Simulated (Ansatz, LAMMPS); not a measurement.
**K+ triflate in vinylene carbonate and dimethyl carbonate and a fluorinated ether (TTE) at 440 K (149 atoms): a single point**

Wanted: forces, charges and levels of K+ triflate in vinylene carbonate and dimethyl carbonate and a fluorinated ether (TTE) at 440 K (149 atoms).

Main program and level: Ansatz 0.2.0; Kohn-Sham DFT, r2SCAN+D4, PAW (set soft_2), plane waves.

## 1. The starting structure

The cell holds 149 atoms: 35 F, 42 C, 28 O, 42 H, 1 S and 1 K. Its edges and angles: a = 13.115 Å, b = 13.115 Å, c = 13.115 Å, α = 90.0°, β = 90.0°, γ = 90.0°. 4 vinylene carbonate, 3 dimethyl carbonate, 4 a fluorinated ether (TTE), 1 K+, 1 triflate placed at random, at 1.27 g/cm³; overlaps pushed apart, then 10 ps at 550 K with Joung-Cheatham ions (J. Phys. Chem. B 112, 9020 (2008)); MMFF94 bonds, angles, torsions, charges and radii (Halgren, J. Comput. Chem. 17, 490 (1996)) in harmonic and 12-6 forms; charges of ions scaled by 0.8. Snapshot after 30 ps at 440 K and fixed volume.

Limits known from the start: The network of contacts between molecules at the start is that of the classical potential that made the cell, and needn't be the one that DFT or experiment would give. The density was typed from a rule of thumb and may lie off the real one at this temperature. Only the Γ point is sampled, in a cell whose shortest periodic width is 13 Å.

## 2. The classical run that made the cell

A classical potential supplies the starting structure, since it reaches far longer times than DFT.

This step: classical MD, Joung-Cheatham ions (J. Phys. Chem. B 112, 9020 (2008)); MMFF94 bonds, angles, torsions, charges and radii (Halgren, J. Comput. Chem. 17, 490 (1996)) in harmonic and 12-6 forms; charges of ions scaled by 0.8 (LAMMPS 22 Jul 2025 - Update 4).

The input, in.lmp:

```
# K+ triflate in vinylene carbonate and dimethyl carbonate and a fluorinated ether (TTE)
units real
atom_style full
boundary p p p
bond_style harmonic
angle_style harmonic
dihedral_style opls
improper_style harmonic
special_bonds lj 0 0 0.5 coul 0 0 0.75
read_data data.lmp
neigh_modify delay 0 every 1 check yes one 4000
comm_modify cutoff 12.0
timestep 0.5
thermo_style custom step time temp pe press density
thermo_modify norm yes
# push overlapping molecules apart
pair_style soft 2.6
pair_coeff * * 0.0
variable a equal ramp(1,60)
fix ad all adapt 1 pair soft a * * v_a
velocity all create 550 50659 mom yes dist gaussian
fix lim all nve/limit 0.03
fix lan all langevin 550 550 50 50660 zero yes
thermo 1000
run 3000 post no
unfix ad
pair_style lj/cut/coul/long 9.0
pair_modify mix arithmetic tail yes
pair_coeff 1 1 0.0801 2.5590   # F
pair_coeff 2 2 0.0678 3.3680   # C
pair_coeff 3 3 0.0763 3.0430   # O
pair_coeff 4 4 0.0216 2.5400   # H
pair_coeff 5 5 0.0678 3.4070   # C
pair_coeff 6 6 0.0763 2.9870   # O
# [... 22 lines left out ...]
compute msd all msd com yes
thermo 7500
fix md all nvt temp 440 440 100
run 30000 post no
print "== T440: mean square displacement over the hold $(c_msd[4]:%.2f) A^2"
unfix md
uncompute msd
write_dump all custom T440.dump id type xs ys zs modify sort id
```

Launch:

```
$ lmp -in in.lmp -log none -nocite
```

Numbers of over 12 decimals in the logs are rounded to 6 here.

The log of the run:

```text
LAMMPS (22 Jul 2025 - Update 4)
Reading data file ...
  orthogonal box = (0 0 0) to (13.1154 13.1154 13.1154)
  149 atoms
  orthogonal box = (0 0 0) to (13.1154 13.1154 13.1154)
  140 bonds
  231 angles
  219 dihedrals
  15 impropers
   Step          Time           Temp          PotEng         Press         Density
         0   0              550            0.48744389    -1792.0742      1.2740001
      1000   500            509.14044      1.6435666      3910.8411      1.2740001
      2000   1000           576.12908      1.6904898      9263.341       1.2740001
      3000   1500           548.69142      1.7154082      3337.7266      1.2740001
Loop time of 0.251804 s on 1 MPI rank(s) for 3000 steps with 149 atoms
PPPM initialization ...
WARNING: System is not charge neutral, net charge = -8e-05
  G vector (1/distance) = 0.29874506
  grid = 8 8 8
  estimated relative force accuracy = 3.3488081e-05
   Step          Time           Temp          PotEng         Press         Density
[... 14 lines left out ...]
      2000   1000           446.43025      3.4538096      964.96643      1.2740001
Loop time of 0.769461 s on 1 MPI rank(s) for 2000 steps with 149 atoms
   Step          Time           Temp          PotEng         Press         Density
      2000   1000           446.43025      3.4538096      964.96643      1.2740001
[... 5 lines left out ...]
Loop time of 4.00991 s on 1 MPI rank(s) for 10000 steps with 149 atoms
   Step          Time           Temp          PotEng         Press         Density
[... 4 lines left out ...]
Loop time of 2.01093 s on 1 MPI rank(s) for 5000 steps with 149 atoms
   Step          Time           Temp          PotEng         Press         Density
[... 2 lines left out ...]
     30000   29000          428.22979      3.1821068     -2315.9083      1.2740001
     37500   36500          470.93075      3.231554      -2013.1493      1.2740001
     45000   44000          427.546        3.2337991     -8838.6173      1.2740001
     47000   46000          432.35325      3.3885697     -4839.7917      1.2740001
Loop time of 11.9932 s on 1 MPI rank(s) for 30000 steps with 149 atoms
== T440: mean square displacement over the hold 45.99 A^2
```

The job ended after 19 s (1 thread of Arm Neoverse V2, shared host; peak memory 0.13 GiB).

The input also reads data.lmp (atoms, bonds and types; not printed here).

## 3. Plane-wave single point

The electrons are solved once, with the atoms held.

The input, input.yaml:

```yaml
crystal:
  lattice:
    - [13.1154, 0.0, 0.0]
    - [0.0, 13.1154, 0.0]
    - [0.0, 0.0, 13.1154]
  atoms:
    - { symbol: F, position: [0.38432, 0.71626, 0.46855] }
    - { symbol: C, position: [0.46344, 0.65671, 0.49294] }
    - { symbol: F, position: [0.44654, 0.63193, 0.5917] }
    - { symbol: C, position: [0.55879, 0.72105, 0.48796] }
    - { symbol: F, position: [0.63652, 0.66467, 0.51789] }
    - { symbol: F, position: [0.5592, 0.8136, 0.53969] }
    - { symbol: O, position: [0.57302, 0.74776, 0.38388] }
    - { symbol: C, position: [0.64519, 0.83556, 0.3707] }
    - { symbol: C, position: [0.74834, 0.82334, 0.42521] }
    - { symbol: F, position: [0.79762, 0.73052, 0.40806] }
    - { symbol: F, position: [0.73853, 0.8332, 0.53081] }
    - { symbol: C, position: [0.82207, 0.91095, 0.38407] }
    - { symbol: F, position: [0.83555, 0.90087, 0.27745] }
    - { symbol: F, position: [0.90435, 0.89409, 0.43576] }
    - { symbol: H, position: [0.47118, 0.5903, 0.43894] }
    - { symbol: H, position: [0.66468, 0.84262, 0.29266] }
    - { symbol: H, position: [0.59431, 0.90113, 0.39385] }
    - { symbol: H, position: [0.79652, 0.98464, 0.4063] }
    - { symbol: F, position: [0.9506, 0.36057, 0.97743] }
    - { symbol: C, position: [0.93213, 0.36227, 0.08201] }
    - { symbol: F, position: [0.9784, 0.45126, 0.12092] }
    - { symbol: C, position: [0.98826, 0.27044, 0.13835] }
    - { symbol: F, position: [0.08686, 0.26867, 0.11452] }
    - { symbol: F, position: [0.9506, 0.18288, 0.10182] }
    - { symbol: O, position: [0.97802, 0.26779, 0.25074] }
    - { symbol: C, position: [0.04334, 0.19301, 0.29677] }
    - { symbol: C, position: [0.00504, 0.16358, 0.40577] }
    - { symbol: F, position: [0.05965, 0.08488, 0.44816] }
    - { symbol: F, position: [0.90918, 0.12772, 0.3927] }
    - { symbol: C, position: [0.01734, 0.25126, 0.47987] }
    - { symbol: F, position: [0.11496, 0.27688, 0.48945] }
    - { symbol: F, position: [0.99046, 0.22629, 0.57869] }
    [... 111 atom lines left out ...]
    - { symbol: O, position: [0.69566, 0.08411, 0.53897] }
    - { symbol: C, position: [0.65368, 0.27466, 0.45766] }
    - { symbol: F, position: [0.69131, 0.29976, 0.36371] }
    - { symbol: F, position: [0.57052, 0.33661, 0.47324] }
    - { symbol: F, position: [0.7175, 0.30981, 0.52641] }
    - { symbol: K, position: [0.60951, 0.08333, 0.71372] }
kpoints:
  mp_grid: { grid: [1, 1, 1] }
hamiltonian:
  xc: r2scan
  dispersion: d4
scf:
  occupations: { method: fixed }
output:
  forces: true
  stress: true
  populations: true
  dos:
    method: { smearing: { sigma: 0.1 } }
    de: 0.1
    projected: { site_lists: { C: [C], F: [F], H: [H], K: [K], O: [O] } }
  eigenvalues: true
  write_density: true
  write_potential: true
  volumetric_format: npy
```

Launch:

```
$ ansatz run input.yaml --threads 8 --pin off --max-ram 15872MiB --backend cpu --events-out ev --progress --plain --runs-dir out
```

The log of the run:

```text
Engine: ansatz 0.2.0, aarch64-unknown-linux-gnu
Pseudopotentials: kind: paw
Pseudopotential: F, paw, valence charge 7, recommended cutoff 500 eV (meta_gga), F.paw.azcp
Pseudopotential: C, paw, valence charge 4, recommended cutoff 500 eV (meta_gga), C.paw.azcp
Pseudopotential: O, paw, valence charge 6, recommended cutoff 500 eV (meta_gga), O.paw.azcp
Pseudopotential: H, paw, valence charge 1, recommended cutoff 500 eV (meta_gga), H.paw.azcp
Pseudopotential: S, paw, valence charge 6, recommended cutoff 500 eV (meta_gga), S.paw.azcp
Pseudopotential: K, paw, valence charge 9, recommended cutoff 500 eV (meta_gga), K.paw.azcp
Functional definition: r2SCAN
  parameter k0 = 0.174
  parameter k1 = 0.065
  parameter a1 = 4.9479
  exchange = r2scan_x(k0 = k0, k1 = k1, a1 = a1)
  correlation = r2scan_c
Crystal: 149 atoms, lattice volume = 2256.029 Å³
Basis set: ecut = 500 eV, 57363 PW (Γ), exchange–correlation on 384×384×384 points (64 copies of the dense FFT grid, shifted against one another)
Bands: 468, of which v1, the nominal top of the filled ones, is band 319 counted from 1 (318 counted from 0)
Symmetry: 1 space group operations
Space group: P1 (ITA 1), of the structure as read, at distance tolerance 1.3e-4 Å
k-points: 1
Non-local potential: F, projectors of the file, l = 0: 2, l = 1: 2, l = 2: 1
Non-local potential: C, projectors of the file, l = 0: 2, l = 1: 2, l = 2: 1
Non-local potential: O, projectors of the file, l = 0: 2, l = 1: 2, l = 2: 1
Non-local potential: H, projectors of the file, l = 0: 2, l = 1: 1
Non-local potential: S, projectors of the file, l = 0: 2, l = 1: 2, l = 2: 2
Non-local potential: K, projectors of the file, l = 0: 3, l = 1: 2, l = 2: 2
PAW form: soft (Blöchl's): semilocal exchange-correlation on the pseudo side does not see the compensation charge
PAW frozen core: F, regenerated for the run's functional (the file was generated under x = pbe(κ = 0.804, μ = 0.219515), c = pbe(β = 0.066725))
PAW frozen core: C, regenerated for the run's functional (the file was generated under x = pbe(κ = 0.804, μ = 0.219515), c = pbe(β = 0.066725))
PAW frozen core: O, regenerated for the run's functional (the file was generated under x = pbe(κ = 0.804, μ = 0.219515), c = pbe(β = 0.066725))
PAW frozen core: S, regenerated for the run's functional (the file was generated under x = pbe(κ = 0.804, μ = 0.219515), c = pbe(β = 0.066725))
PAW frozen core: K, regenerated for the run's functional (the file was generated under x = pbe(κ = 0.804, μ = 0.219515), c = pbe(β = 0.066725))
PAW one-centre angular grid: F, 302 points (default); XC on 160 Gauss nodes
PAW one-centre angular grid: C, 302 points (default); XC on 239 of its mesh's 2573 points in the sphere
PAW one-centre angular grid: O, 302 points (default); XC on 160 Gauss nodes
PAW one-centre angular grid: H, 302 points (default); XC on 160 Gauss nodes
PAW one-centre angular grid: S, 302 points (default); XC on 160 Gauss nodes
PAW one-centre angular grid: K, 302 points (default); XC on 160 Gauss nodes
Initial density: superposition of atomic densities (neutral atoms: chi_scale 0, normalization atom), corrected by the library's trained network
Initial wavefunctions: pseudopotential atomic-orbital guess
Functional: x = r2scan, c = r2scan; τ floored in thin density (d = 2e-4 eV/Å³)
SCF iter   1: F=—  HF=-57902.873000 eV  |F-HF|=—  |Δ(HF+E_count)|=         —  Δρ=1.02e-2  dr2=2.23e0  dr2_τ=1.31e1  ethr=1.77e-3  ⟨swp⟩=4.0  Hψ=1698  notcnv=0  defer=146
preconditioner: auto → Resta (q_TF=auto, 2.210 Å⁻¹)  ε∞=2.3  [insulator: Δε(μ)=4.144 eV  Ē_g=16.180 eV  n_scr=436 (ndim 8)  ℏωp=18.4 eV  f_vac=0.407  ε∞_Penn≈2.3]
SCF iter   2: F=—  HF=-57902.844373 eV  |F-HF|=—  |Δ(HF+E_count)|=   2.86e-2  Δρ=4.94e-3  dr2=3.00e-1  dr2_τ=7.58e-2  ethr=3.50e-4  ⟨swp⟩=2.0  Hψ=853  notcnv=0  defer=146
SCF iter   3: F=—  HF=-57902.845055 eV  |F-HF|=—  |Δ(HF+E_count)|=   6.83e-4  Δρ=2.18e-3  dr2=9.32e-2  dr2_τ=7.43e-3  ethr=4.70e-5  ⟨swp⟩=2.0  Hψ=597  notcnv=0  defer=147
SCF iter   4: F=—  HF=-57902.858132 eV  |F-HF|=—  |Δ(HF+E_count)|=   1.31e-2  Δρ=9.77e-4  dr2=2.23e-2  dr2_τ=2.87e-3  ethr=1.46e-5  ⟨swp⟩=3.0  Hψ=714  notcnv=0  defer=147
SCF iter   5: F=—  HF=-57902.860007 eV  |F-HF|=—  |Δ(HF+E_count)|=   1.87e-3  Δρ=2.94e-4  dr2=2.57e-3  dr2_τ=1.70e-4  ethr=3.49e-6  ⟨swp⟩=2.0  Hψ=827  notcnv=0  defer=146
SCF iter   6: F=—  HF=-57902.862750 eV  |F-HF|=—  |Δ(HF+E_count)|=   2.74e-3  Δρ=1.31e-4  dr2=4.36e-4  dr2_τ=3.87e-5  ethr=4.03e-7  ⟨swp⟩=2.0  Hψ=611  notcnv=0  defer=147
SCF iter   7: F=—  HF=-57902.863496 eV  |F-HF|=—  |Δ(HF+E_count)|=   7.46e-4  Δρ=8.28e-5  dr2=1.33e-4  dr2_τ=1.67e-5  ethr=6.84e-8  ⟨swp⟩=3.0  Hψ=622  notcnv=0  defer=147
SCF iter   8: F=—  HF=-57902.863592 eV  |F-HF|=—  |Δ(HF+E_count)|=   9.61e-5  Δρ=2.09e-5  dr2=1.05e-5  dr2_τ=1.04e-6  ethr=2.09e-8  ⟨swp⟩=3.0  Hψ=610  notcnv=0  defer=142
SCF iter   9: F=—  HF=-57902.866855 eV  |F-HF|=—  |Δ(HF+E_count)|=   3.26e-3  Δρ=1.24e-5  dr2=3.33e-6  dr2_τ=3.71e-7  ethr=1.65e-9  ⟨swp⟩=2.0  Hψ=750  notcnv=0  defer=142
SCF iter  10: F=—  HF=-57902.866865 eV  |F-HF|=—  |Δ(HF+E_count)|=   1.02e-5  Δρ=3.19e-6  dr2=3.14e-7  dr2_τ=2.51e-8  ethr=5.21e-10  ⟨swp⟩=2.0  Hψ=639  notcnv=0  defer=142
SCF iter  11: F=-57902.866868 eV  HF=-57902.866868 eV  |F-HF|=4.34e-7  |Δ(HF+E_count)|=   2.65e-6  Δρ=2.06e-6  dr2=9.60e-8  dr2_τ=9.53e-9  ethr=1.57e-11  ⟨swp⟩=24.0  Hψ=4715  notcnv=0
SCF 1 converged in 11 iterations: F = -57902.866868 eV  dr2 = 9.60e-8
  greatest PAW one-centre occupation: 0.989 electrons in one spin orbital (limit 2), on the K atom at site 148 (counted from 0), in its partial waves of l = 0
WARN: The output density's exchange-correlation potential varies sharply where the density is thin. Do not read a vacuum level from v_tot or v_xc, or from such a field of the output density. On a cell that repeats whose density bears no net charge and no dipole along the vacuum's axis use v_es (v_loc + v_h of the components); [...]
SCF converged after 11 iterations
Free energy (F): -57902.866868 eV
Harris-Foulkes:  -57902.866868 eV  (|F-HF|=4.34e-7)
Internal energy: -57902.866868 eV  (E = F + TS)
E sigma→0 (E₀):  -57902.866868 eV
Fermi energy:    -1.205125 eV
--- Per-component energies (eV) ---
  E_band       = -7324.853209
  E_kinetic    = 16890.118681
  E_local      = -80159.739607  (includes V_loc(G=0)·N_el)
  E_nonlocal   = 5097.694380
  E_hartree    = 32223.624411
  E_xc         = -7338.057863
  E_vxc        = -10521.127946  (∫ρ·V_xc dr)
  E_paw        = -17233.480911  (= ΣΔE_a)
  E_vpaw       = -3796.130145  (= ΣTr[D̂ρ^β])
  E_aug_tail   = 0.044222  (compensation charges beyond the density's cutoff)
  E_vtau       = 717.049259  (kinetic-family band-sum trace: ∫τ·v_τ [+ j·A + Jᵃ·Aᵃ] dr)
  E_ewald      = -7376.825491
  E_disp       = -2.905193  (pairwise vdW)
  E_core_change = -3.339498  (= ΣΔE_core)
  E_smearing   = -0.000000  (= −TS)
  E_closure    = 0.000000  (closes the sum)
  Σ components = -57902.866868   (vs F -57902.866868, Δ=0.00e0)
--- Forces (eV/Å), atoms counted from 1 ---
  atom   1  F     -0.57644114     0.08396074    -0.78529150
  atom   2  C     -0.43452204     0.47794137    -0.01171716
  atom   3  F      0.37540608    -0.92204644     0.18388723
  atom   4  C      0.74402617     2.44207811    -2.89593589
  atom   5  F      0.70054212    -0.54732977     1.07809932
  atom   6  F     -1.06653251    -1.81042151     0.57599968
  atom   7  O      0.87276567    -0.02108190     0.63510155
  atom   8  C     -1.75321016    -0.93184142     1.65238165
  atom   9  C     -0.49900283     0.74188937    -0.03304794
  atom  10  F     -0.90304111     1.22802440    -0.00176179
  atom  11  F      1.08312608     0.12520929    -1.62386435
  atom  12  C     -2.18887856    -1.64595139    -0.21076111
  atom  13  F      0.10047988     0.17605935     1.92194231
  atom  14  F      3.13030522    -0.25845186     0.34498810
[...]
atom 148  F      1.33406682    -0.63199965     0.59114858
  atom 149  K     -0.24896812     0.14063200     0.29556311
  max |Σ_I F_I| component: 2.39e-4 eV/Å
--- Stress (GPa, compression-positive) ---
        0.507813       0.697287      -0.118702
        0.697287      -1.462600      -0.787591
       -0.118703      -0.787592      -2.270418
  P = ⅓ Tr σ = -1.0751 GPa (-10.751 kbar)
--- Band table (eV) ---
  k-point 0: bands = ["-30.6804", "-30.2812", "-29.9617", "-29.8425", [... 452 levels ...], "9.6362", "9.6784", "9.7084", "9.7269", "9.7479", "9.7876", "9.8300", "9.8631", "9.8885", "9.9306", "9.9461", "9.9718"]
--- Löwdin populations: 149 sites ---
  site symbol       q [e]
     0      F      7.2461
     1      C      3.4831
     2      F      7.2634
[...]
148      K      8.1348
  spilling = 0.011871 (of n_electrons = 638.000000)
```

The job ended after 54 s (8 threads of Arm Neoverse V2, shared host; peak memory 6.2 GiB; 7 min of CPU time).

The program notes that the exchange-correlation potential is rough where the density is thin.

The run gave:

| Property | Result |
| --- | --- |
| free energy | -57902.8669 eV |
| free energy per atom | -388.6098 eV/atom |
| SCF cycles | 11 |
| pressure | -1.075 GPa |
| r.m.s. force component | 1.355 eV/Å |
| longest force | 8.003 eV/Å |
| Fermi energy | -1.205 eV |
| gap (highest filled to lowest empty level) | 4.12 eV |
| spilling of the projection | 0.01187 |

Neighbours are counted within 1.82 Å (C-C), 1.34 Å (C-H), 1.62 Å (C-F), 1.73 Å (C-O), 2.21 Å (C-S), 3.18 Å (O-K), 1.93 Å (O-S).

Length of the force by element and coordination:

```
element  coordination  atoms  mean length of the force (eV/Å)  spread  least   most
      C           all     42                             2.83    1.43  0.646   8.00
      C             3     15                             3.67    1.53   1.46   8.00
      C             4     27                             2.37    1.12  0.646   4.90
      F           all     35                             1.74   0.739  0.486   3.55
      H           all     42                             1.25   0.658  0.283   3.08
      K           all      1                            0.411       0  0.411  0.411
      O           all     28                             2.27    1.04  0.972   4.93
      O             1      6                             2.01   0.848   1.08   3.50
      O             2     22                             2.34    1.07  0.972   4.93
      S           all      1                             3.84       0   3.84   3.84
```

Löwdin charges by element and coordination (they lack the spilled electrons, 0.051 e an atom on average):

```
element  coordination  atoms  mean charge (e)  spread   least    most
      C           all     42            0.338   0.374  -0.254   0.798
      C             3     15            0.366   0.348  0.0057   0.748
      C             4     27            0.323   0.387  -0.254   0.798
      F           all     35           -0.251  0.0204  -0.295  -0.203
      H           all     42            0.224  0.0214   0.173   0.263
      K           all      1            0.865       0   0.865   0.865
      O           all     28           -0.371   0.172  -0.821  -0.188
      O             1      6           -0.488   0.131  -0.770  -0.383
      O             2     22           -0.340   0.169  -0.821  -0.188
      S           all      1             2.30       0    2.30    2.30
```

States in the cell by windows of 1 eV, zero at the Fermi level; the larger projections on atomic orbitals stand beside the total:

```
from (eV)  to (eV)  total   F p   O p   C p  H s
      -10       -9   32.5  16.6   1.7   9.9  1.2
       -9       -8   45.0  19.0   5.4  12.5  2.9
       -8       -7   36.4  11.8   8.9  11.6  1.7
       -7       -6   39.0  11.1  10.8   9.1  4.1
       -6       -5   63.4  33.3  14.8   8.2  3.0
       -5       -4   89.0  57.6  15.3  10.0  3.6
       -4       -3   42.5  15.6  12.5   9.4  3.6
       -3       -2   29.9   6.7  13.2   5.4  2.9
       -2       -1   32.7   2.2  24.9   2.9  2.1
       -1        0   11.7   0.0   7.8   3.7  0.1
        0        1    1.9   0.0   0.8   1.1  0.0
        1        4    0.0   0.0   0.0   0.0  0.0
        4        5    7.6   0.0   2.7   3.6  0.1
```

With fixed occupations the program's Fermi level is the highest filled level; weight inside the gap is the broadening of levels at its edges.

Between -26 and -10 eV lie 154 more states.

About 62 of the 638 electrons lie in deeper levels, below the stored range.

Not all projections were asked for or kept, so they needn't add up to the total.

The levels nearest the highest filled one (over half full), pooled over k-points and spins:

```
level less the highest filled one (eV)  occupation
                                -0.947           2
                                -0.731           2
                                -0.576           2
                                -0.130           2
                               -0.0798           2
                                     0           2
                                  4.12           0
                                  4.37           0
                                  4.87           0
                                  4.94           0
                                  5.03           0
                                  5.13           0
```

(Continued in part 2 of 2.)

[Logs are printed without paths, hosts, clocks, repeated set-up lines and the standing remarks that a program may print on its own settings, such as how far it seeks lower states.]

[Hosts, paths, dates, database ids (printed as entryN), source tags and the programs' standing remarks are cut or masked in the printed files.]

[The MMFF94 radii named for the starting cell were scaled by 0.96; in molecules described by MMFF94, hydrogen bound to N, O or S took a small fixed 12-6 site in their place.]
